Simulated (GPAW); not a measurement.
# Work function of C/Ru(0001) at several levels

Aim: the work function of both faces of C/Ru(0001), and its spread over functionals and bases.

Main program and level: GPAW 26.7.0; GPAW, PAW setups; slab in vacuum, relaxation, in the first sound run; inputs show where later runs differ.

### 1. The starting structure

The cell holds 5 atoms: 4 Ru and 1 C. Its edges and angles: a = 2.700 Å, b = 2.700 Å, c = 24.178 Å, α = 90.0°, β = 90.0°, γ = 60.0°. Vacuum lies along c.

Coordinates:

```
Ru C
1.0
     2.70000    0.00000    0.00000
     1.35000    2.33827    0.00000
     0.00000    0.00000   24.17756
Ru C
4 1
Direct
  0.66667 0.66667 0.33089
  0.00000 0.00000 0.41933
  0.66667 0.66667 0.50778
  0.00000 0.00000 0.59622
  0.50000 0.00000 0.66911
```

### 2. Relaxing the atoms

The atoms are relaxed first, since the surface dipole, and with it the work function, follows the positions of the outer layers. The lowest 2 atoms are held at bulk positions and keep their forces.

The input, run.py:

```python
import json
import numpy as np
from ase import Atoms
from ase.constraints import FixAtoms
from ase.optimize import BFGS
from gpaw import GPAW, PW

slab = Atoms(
    ['Ru', 'Ru', 'Ru', 'Ru', 'C'],
    positions=[
        [2.70000, 1.55885, 8.00000],
        [0.00000, 0.00000, 10.13840],
        [2.70000, 1.55885, 12.27680],
        [0.00000, 0.00000, 14.41520],
        [1.35000, 0.00000, 16.17756]],
    cell=[[2.7, 0.0, 0.0], [1.35, 2.33827, 0.0], [0.0, 0.0, 24.17756]],
    pbc=[True, True, False])

slab.calc = GPAW(mode=PW(500), xc='PBE', kpts={'size': (13, 13, 1), 'gamma': True},
                 occupations={'name': 'fermi-dirac', 'width': 0.1}, nbands='160%',
                 convergence={'density': 1e-05}, maxiter=200,
                 poissonsolver={'dipolelayer': 'xy'},
                 symmetry={'tolerance': 1e-3, 'extra_ids': [1, 1, 0, 0, 0]}, txt='slab.txt')
result = {}
slab.set_constraint(FixAtoms([0, 1]))
path = []
opt = BFGS(slab, maxstep=0.2)
opt.attach(lambda: path.append((slab.get_potential_energy(), slab.positions.tolist(), slab.get_forces().tolist())))
result['relaxed'] = bool(opt.run(fmax=0.03, steps=40))
result['path'] = path
energy = slab.get_potential_energy()
fermi = slab.calc.get_fermi_level()
v = slab.calc.get_electrostatic_potential().mean((0, 1)) - fermi
n = slab.calc.get_pseudo_density().mean((0, 1))
L = slab.cell[2, 2]
z = np.arange(len(v)) * L / len(v)
low, high = slab.positions[:, 2].min(), slab.positions[:, 2].max()
below, above = np.interp([low - 5.8, high + 5.8], z, v)
slopes = [np.interp(x, z, np.gradient(v, z)) for x in (low - 5.8, high + 5.8)]
eps = np.array([[slab.calc.get_eigenvalues(k, s) for k in range(len(slab.calc.get_ibz_k_points()))]
                for s in range(slab.calc.get_number_of_spins())]) - fermi
top, bottom = eps[eps < 0].max(), eps[eps > 0].min()
dipole = slab.get_dipole_moment()[2]
print(f'energy {energy:.4f} eV, Fermi level {fermi:.4f} eV, dipole {dipole:.5f} e A')
print(f'potential 5.8 A off the faces, from the Fermi level: lower {below:.4f} eV, upper {above:.4f} eV')
print(f'slope of the potential there: lower {slopes[0]:.5f}, upper {slopes[1]:.5f} eV/A')
print(f'nearest levels on the mesh: {top:.4f} and {bottom:.4f} eV')
print('magnetic moment', round(slab.get_magnetic_moment(), 3))
result.update(energy=energy, fermi=fermi, dipole=dipole, below=below, above=above, slopes=slopes, edges=[top, bottom],
              z=z.tolist(), v=v.tolist(), n=n.tolist(), positions=slab.positions.tolist(),
              forces=slab.get_forces(apply_constraint=False).tolist(), moments=slab.get_magnetic_moments().tolist())
json.dump(result, open('result.json', 'w'))
```

Launch:

```sh
> OMP_NUM_THREADS=1 OPENBLAS_NUM_THREADS=1 python run.py
```

Log:

```text
Step          Energy          fmax
BFGS:    0      -41.716515        3.216566
BFGS:    1      -41.955607        2.815275
BFGS:    2      -42.582111        0.333628
BFGS:    3      -42.586034        0.415319
BFGS:    4      -42.610194        0.668915
BFGS:    5      -42.684319        1.959241
BFGS:    6      -42.732344        1.501616
BFGS:    7      -42.935365        1.639235
BFGS:    8      -43.021654        1.008006
BFGS:    9      -43.064382        0.525499
BFGS:   10      -43.083392        0.352481
BFGS:   11      -43.088291        0.353868
BFGS:   12      -43.099577        0.468647
BFGS:   13      -43.113230        0.553491
BFGS:   14      -43.125709        0.426154
BFGS:   15      -43.132967        0.270687
[...]
BFGS:   21      -43.184998        0.267809
BFGS:   22      -43.186803        0.089780
BFGS:   23      -43.187106        0.098967
BFGS:   24      -43.187713        0.132973
BFGS:   25      -43.188979        0.160125
BFGS:   26      -43.190217        0.134633
BFGS:   27      -43.191095        0.055221
BFGS:   28      -43.191220        0.010519
energy -43.1127 eV, Fermi level 2.0378 eV, dipole -0.02282 e A
potential 5.8 A off the faces, from the Fermi level: lower 5.0170 eV, upper 5.6732 eV
slope of the potential there: lower -0.00001, upper 0.00004 eV/A
nearest levels on the mesh: -0.0026 and 0.0856 eV
magnetic moment 0.0
```

Elapsed: 82 min, on 1 thread of INTEL XEON PLATINUM 8581C at 2.10GHz (Emerald Rapids), shared host; peak memory 0.39 GiB.

Relaxation path (22 of 29):

| step | energy less that of the first step (eV) | largest force (eV/Å) |
| --- | --- | --- |
| 1 | 0.0000 | 3.2166 |
| 2 | -0.2405 | 2.8153 |
| 4 | -0.8702 | 0.4153 |
| 5 | -0.8925 | 0.6689 |
| 6 | -0.9573 | 1.9592 |
| 8 | -1.2114 | 1.6392 |
| 9 | -1.3001 | 1.0080 |
| 10 | -1.3426 | 0.5255 |
| 12 | -1.3653 | 0.3539 |
| 13 | -1.3762 | 0.4686 |
| 14 | -1.3891 | 0.5535 |
| 16 | -1.4077 | 0.2707 |
| 17 | -1.4106 | 0.2543 |
| 18 | -1.4134 | 0.2321 |
| 20 | -1.4379 | 0.5742 |
| 21 | -1.4552 | 0.4986 |
| 22 | -1.4635 | 0.2678 |
| 24 | -1.4653 | 0.0990 |
| 25 | -1.4657 | 0.1330 |
| 26 | -1.4666 | 0.1601 |
| 28 | -1.4683 | 0.0552 |
| 29 | -1.4685 | 0.0105 |

The atoms that moved most (Å):

| atom | dx | dy | dz | length |
| --- | --- | --- | --- | --- |
| C5 | 0.000 | -0.780 | -0.442 | 0.897 |
| Ru4 | 0.000 | -0.001 | 0.168 | 0.168 |

Final coordinates:

```xyz
5
Lattice="2.7000 0.0000 0.0000 1.3500 2.3383 0.0000 0.0000 0.0000 24.1776" Properties=species:S:1:pos:R:3
Ru    2.7000    1.5589    8.0000
Ru    0.0000    0.0000   10.1384
Ru    2.7000    1.5588   12.2758
Ru    0.0000   -0.0005   14.5830
C     1.3500   -0.7803   15.7357
```

Numbers from this step:

```yaml
dipole_along_the_normal: -0.02282 e·Å
levels_nearest_the_fermi_level_on_the_mesh: -0.002590, 0.08564 eV from the Fermi level
upper_work_function: 5.673 eV
lower_work_function: 5.017 eV
```

Electrostatic potential energy of an electron (without an applied field's), less the Fermi level, planar mean against z:

z (Å), electrostatic potential energy of an electron (without an applied field's), less the Fermi level, planar mean (eV) and a bar from the least value:
```
      0.0        5.3 ##############################
      0.5        5.0 #############################
      1.0        5.0 #############################
      1.5        5.0 #############################
      2.0        5.0 #############################
      2.5        5.0 #############################
      3.0        5.0 #############################
      3.5        5.0 #############################
      4.0        5.0 #############################
      4.5        5.0 #############################
      5.0        5.0 #############################
      5.5        4.9 #############################
      6.0        4.6 #############################
      6.5        3.6 ############################
      7.0       -0.1 #########################
      7.5      -12.9 ##############
      8.0      -27.9 #
      8.5      -13.1 ##############
      9.0       -2.0 #######################
      9.5       -8.6 #################
     10.0      -26.7 ##
     10.5      -19.1 ########
     11.0       -3.6 ######################
     11.5       -4.9 #####################
     12.0      -22.3 #####
     12.5      -24.1 ####
     13.0       -5.9 ####################
     13.5       -1.0 ########################
     14.0      -10.6 ################
     14.5      -28.5 
     15.0      -18.8 #########
     15.5      -12.9 ##############
     16.0       -7.5 ##################
     16.5        2.9 ############################
     17.0        5.2 ##############################
     17.5        5.6 ##############################
     18.0        5.7 ##############################
     18.5        5.7 ##############################
     19.0        5.7 ##############################
     19.5        5.7 ##############################
     20.0        5.7 ##############################
     20.5        5.7 ##############################
     21.0        5.7 ##############################
     21.5        5.7 ##############################
     22.0        5.7 ##############################
     22.5        5.7 ##############################
     23.0        5.7 ##############################
     23.5        5.7 ##############################
     24.0        5.5 ##############################
```

The pseudo valence density, planar mean oscillates, so the rows of the table below give means over windows of 2.13 Å about each position, cut where the curve ends. Its maxima inside the range that stand out by 2 % of the span (Å: e/Å³): 7.9: 2.62, 10.1: 2.60, 12.2: 2.57, 14.5: 2.62. Its minima: 9.1: 0.373, 11.2: 0.372, 13.3: 0.301.

The pseudo valence density, planar mean by z; means over each step:

| z (Å) | pseudo valence density, planar mean (e/Å³) |
| --- | --- |
| 3.19 | 3.5e-5 |
| 5.32 | 0.00731 |
| 7.46 | 1.04 |
| 9.58 | 1.19 |
| 11.71 | 1.19 |
| 13.84 | 1.09 |
| 15.97 | 0.536 |
| 18.11 | 0.00402 |
| 20.23 | 3.1e-6 |

The relaxation lowered the energy of the cell by 1.47 eV (energies extrapolated to zero smearing; the optimiser's log prints free energies). The largest force left on a free atom is 0.011 eV/Å.

### 3. The slab's potential

With the geometry fixed, the planar mean of the potential gives the vacuum level on each side.

This step: GPAW, PAW setups; slab in vacuum (GPAW 26.7.0).

run.py: that of step 2 with these lines changed.

```diff
@@ -3,4 +3,2 @@
 from ase import Atoms
-from ase.constraints import FixAtoms
-from ase.optimize import BFGS
 from gpaw import GPAW, PW
@@ -12,5 +10,5 @@
         [0.00000, 0.00000, 10.13840],
-        [2.70000, 1.55885, 12.27680],
-        [0.00000, 0.00000, 14.41520],
-        [1.35000, 0.00000, 16.17756]],
+        [2.70000, 1.55883, 12.27575],
+        [-0.00000, -0.00051, 14.58298],
+        [1.35000, -0.78034, 15.73567]],
     cell=[[2.7, 0.0, 0.0], [1.35, 2.33827, 0.0], [0.0, 0.0, 24.17756]],
@@ -22,10 +20,4 @@
                  poissonsolver={'dipolelayer': 'xy'},
-                 symmetry={'tolerance': 1e-3, 'extra_ids': [1, 1, 0, 0, 0]}, txt='slab.txt')
+                 symmetry={'tolerance': 1e-3}, txt='slab.txt')
 result = {}
-slab.set_constraint(FixAtoms([0, 1]))
-path = []
-opt = BFGS(slab, maxstep=0.2)
-opt.attach(lambda: path.append((slab.get_potential_energy(), slab.positions.tolist(), slab.get_forces().tolist())))
-result['relaxed'] = bool(opt.run(fmax=0.03, steps=40))
-result['path'] = path
 energy = slab.get_potential_energy()
```

Log:

```text
energy -43.1160 eV, Fermi level 2.0384 eV, dipole -0.02280 e A
potential 5.8 A off the faces, from the Fermi level: lower 5.0168 eV, upper 5.6718 eV
slope of the potential there: lower -0.00000, upper 0.00004 eV/A
nearest levels on the mesh: -0.0026 and 0.0858 eV
magnetic moment 0.0
```

Wall time 83 s (1 thread); peak memory 0.26 GiB.

Numbers from this step:

| Item | Value |
| --- | --- |
| dipole along the normal | -0.02280 e·Å |
| levels nearest the Fermi level on the mesh | -0.002613, 0.08581 eV from the Fermi level |
| upper work function | 5.672 eV |

The electrostatic potential energy of an electron (without an applied field's), less the Fermi level, planar mean oscillates, so the rows of the table below give means over windows of 2.13 Å about each position, cut where the curve ends. Its maxima inside the range that stand out by 2 % of the span (Å: eV): 9.1: -1.89, 11.2: -2.01, 13.4: -0.781, 15.4: -11.7. Its minima: 8.0: -28.0, 10.2: -28.5, 12.3: -28.3, 14.6: -29.2, 15.7: -14.9.

Electrostatic potential energy of an electron (without an applied field's), less the Fermi level, planar mean against z; means over each step:

z (Å), electrostatic potential energy of an electron (without an applied field's), less the Fermi level, planar mean (eV) and a bar from the least value:
```
     1.06        5.0 #############################
     3.19        5.0 #############################
     5.32        4.8 #############################
     7.46      -11.1 ####
     9.58      -13.6 
    11.71      -13.6 
    13.84      -12.5 ##
    15.97       -6.2 ###########
    18.11        5.6 ##############################
    20.23        5.7 ##############################
    22.36        5.7 ##############################
```

The pseudo valence density, planar mean oscillates, so the rows of the table below give means over windows of 2.13 Å about each position, cut where the curve ends. Its maxima inside the range that stand out by 2 % of the span (Å: e/Å³): 7.9: 2.62, 10.1: 2.60, 12.2: 2.57, 14.5: 2.62. Its minima: 9.1: 0.373, 11.2: 0.372, 13.3: 0.301.

The pseudo valence density, planar mean by z; means over each step:

z (Å), pseudo valence density, planar mean (e/Å³) and a bar:
```
     3.19       0.00 
     5.32       0.01 
     7.46       1.04 ##########################
     9.58       1.19 ##############################
    11.71       1.19 ##############################
    13.84       1.09 ############################
    15.97       0.54 ##############
    18.11       0.00 
    20.23       0.00
```

Force by atom:

| atom | x (eV/Å) | y (eV/Å) | z (eV/Å) | size |
| --- | --- | --- | --- | --- |
| Ru1 | 0.000 | 0.000 | 0.744 | 0.744 |
| Ru2 | 0.000 | 0.000 | -0.743 | 0.743 |
| Ru3 | 0.000 | 0.000 | -0.005 | 0.005 |
| Ru4 | 0.000 | 0.000 | 0.017 | 0.017 |
| C5 | 0.000 | 0.000 | -0.011 | 0.011 |

The potential is flat to 3.7e-5 eV/Å where it is read, so the vacuum is wide enough.

### 4. Self-consistent run: xc = "LDA"

The same geometry under LDA, to see how far the functional moves the levels against the vacuum.

run.py: that of step 3 with these lines changed.

```diff
@@ -16,3 +16,3 @@
 
-slab.calc = GPAW(mode=PW(500), xc='PBE', kpts={'size': (13, 13, 1), 'gamma': True},
+slab.calc = GPAW(mode=PW(500), xc='LDA', kpts={'size': (13, 13, 1), 'gamma': True},
                  occupations={'name': 'fermi-dirac', 'width': 0.1}, nbands='160%',
```

Log:

```text
energy -49.7302 eV, Fermi level 1.7513 eV, dipole -0.01885 e A
potential 5.8 A off the faces, from the Fermi level: lower 5.3767 eV, upper 5.9185 eV
slope of the potential there: lower 0.00002, upper 0.00000 eV/A
nearest levels on the mesh: -0.0079 and 0.0885 eV
magnetic moment 0.0
```

Elapsed: 77 s, on 1 thread; peak memory 0.26 GiB.

Numbers from this step:

```
dipole along the normal                    : -0.01885 e·Å
levels nearest the Fermi level on the mesh : -0.007876, 0.08850 eV from the Fermi level
upper work function                        : 5.919 eV
lower work function                        : 5.377 eV
```

The electrostatic potential energy of an electron (without an applied field's), less the Fermi level, planar mean oscillates, so the rows of the table below give means over windows of 2.13 Å about each position, cut where the curve ends. Its maxima inside the range that stand out by 2 % of the span (Å: eV): 9.1: -1.54, 11.2: -1.66, 13.4: -0.451, 15.4: -11.4. Its minima: 8.0: -27.8, 10.2: -28.2, 12.3: -28.1, 14.6: -29.0, 15.7: -14.7.

Electrostatic potential energy of an electron (without an applied field's), less the Fermi level, planar mean against z; means over each step:

| z (Å) | electrostatic potential energy of an electron (without an applied field's), less the Fermi level, planar mean (eV) |
| --- | --- |
| 1.06 | 5.40 |
| 3.19 | 5.38 |
| 5.32 | 5.17 |
| 7.46 | -10.8 |
| 9.58 | -13.3 |
| 11.71 | -13.3 |
| 13.84 | -12.2 |
| 15.97 | -6.01 |
| 18.11 | 5.86 |
| 20.23 | 5.92 |
| 22.36 | 5.92 |

Table of pseudo valence density, planar mean by z:

z (Å), pseudo valence density, planar mean (e/Å³) and a bar:
```
      4.0       0.00 
      4.5       0.00 
      5.0       0.00 
      5.5       0.00 
      6.0       0.01 
      6.5       0.05 #
      7.0       0.20 ##
      7.5       0.96 ###########
      8.0       2.57 ##############################
      8.5       0.96 ###########
      9.0       0.39 #####
      9.5       0.66 ########
     10.0       2.37 ###########################
     10.5       1.49 #################
     11.0       0.43 #####
     11.5       0.51 ######
     12.0       1.84 #####################
     12.5       2.05 ########################
     13.0       0.52 ######
     13.5       0.30 ####
     14.0       0.77 #########
     14.5       2.59 ##############################
     15.0       1.43 #################
     15.5       0.74 #########
     16.0       0.50 ######
     16.5       0.17 ##
     17.0       0.03 
     17.5       0.01 
     18.0       0.00 
     18.5       0.00
```

Force by atom:

| atom | x (eV/Å) | y (eV/Å) | z (eV/Å) | size |
| --- | --- | --- | --- | --- |
| Ru1 | 0.00 | 0.00 | 1.48 | 1.48 |
| Ru2 | 0.00 | 0.00 | -0.75 | 0.75 |
| Ru3 | 0.00 | 0.00 | -0.17 | 0.17 |
| Ru4 | 0.00 | 0.00 | 0.42 | 0.42 |
| C5 | 0.00 | 0.00 | -0.98 | 0.98 |

The upper face's work function is 5.919 eV, against 5.672 eV in the first plane-wave PBE run at this geometry.

### 5. OptPBE vdW: xc = "optPBE-vdW"

The same geometry under optPBE-vdW, to see how far the functional moves the levels against the vacuum (the van der Waals functionals take revPBE setups).

run.py: that of step 4 with these lines changed.

```diff
@@ -16,3 +16,3 @@
 
-slab.calc = GPAW(mode=PW(500), xc='LDA', kpts={'size': (13, 13, 1), 'gamma': True},
+slab.calc = GPAW(mode=PW(500), xc='optPBE-vdW', kpts={'size': (13, 13, 1), 'gamma': True},
                  occupations={'name': 'fermi-dirac', 'width': 0.1}, nbands='160%',
```

Log:

```text
energy -99.9081 eV, Fermi level 1.9028 eV, dipole -0.02505 e A
potential 5.8 A off the faces, from the Fermi level: lower 5.1884 eV, upper 5.9080 eV
slope of the potential there: lower -0.00005, upper 0.00004 eV/A
nearest levels on the mesh: -0.0002 and 0.0340 eV
magnetic moment 0.0
```

Elapsed: 97 s, on 1 thread; peak memory 0.39 GiB.

This step gave:

- dipole along the normal: -0.02505 e·Å
- levels nearest the Fermi level on the mesh: -1.60e-4, 0.03400 eV from the Fermi level
- upper work function: 5.908 eV
- lower work function: 5.188 eV

The upper face's work function is 5.908 eV, against 5.672 eV in the first plane-wave PBE run at this geometry.

### 6. Self-consistent run: xc = "RPBE"

The same geometry under RPBE, to see how far the functional moves the levels against the vacuum.

run.py: that of step 5 with these lines changed.

```diff
@@ -16,3 +16,3 @@
 
-slab.calc = GPAW(mode=PW(500), xc='optPBE-vdW', kpts={'size': (13, 13, 1), 'gamma': True},
+slab.calc = GPAW(mode=PW(500), xc='RPBE', kpts={'size': (13, 13, 1), 'gamma': True},
                  occupations={'name': 'fermi-dirac', 'width': 0.1}, nbands='160%',
```

Log:

```text
energy -40.1601 eV, Fermi level 2.1474 eV, dipole -0.02509 e A
potential 5.8 A off the faces, from the Fermi level: lower 4.8481 eV, upper 5.5686 eV
slope of the potential there: lower -0.00002, upper 0.00003 eV/A
nearest levels on the mesh: -0.0044 and 0.0003 eV
magnetic moment 0.0
```

Wall time 85 s (1 thread); peak memory 0.26 GiB.

This step gave:

```yaml
dipole_along_the_normal: -0.02509 e·Å
levels_nearest_the_fermi_level_on_the_mesh: -0.004430, 2.76e-4 eV from the Fermi level
upper_work_function: 5.569 eV
lower_work_function: 4.848 eV
```

The upper face's work function is 5.569 eV, against 5.672 eV in the first plane-wave PBE run at this geometry.

(Part 1 of 2 ends here.)

[Logs are printed without paths, hosts, clocks, repeated set-up lines and the standing remarks that a program may print on its own settings, such as how far it seeks lower states.]

[Hosts, paths, dates, database ids (printed as entryN), source tags and the programs' standing remarks are cut or masked in the printed files.]
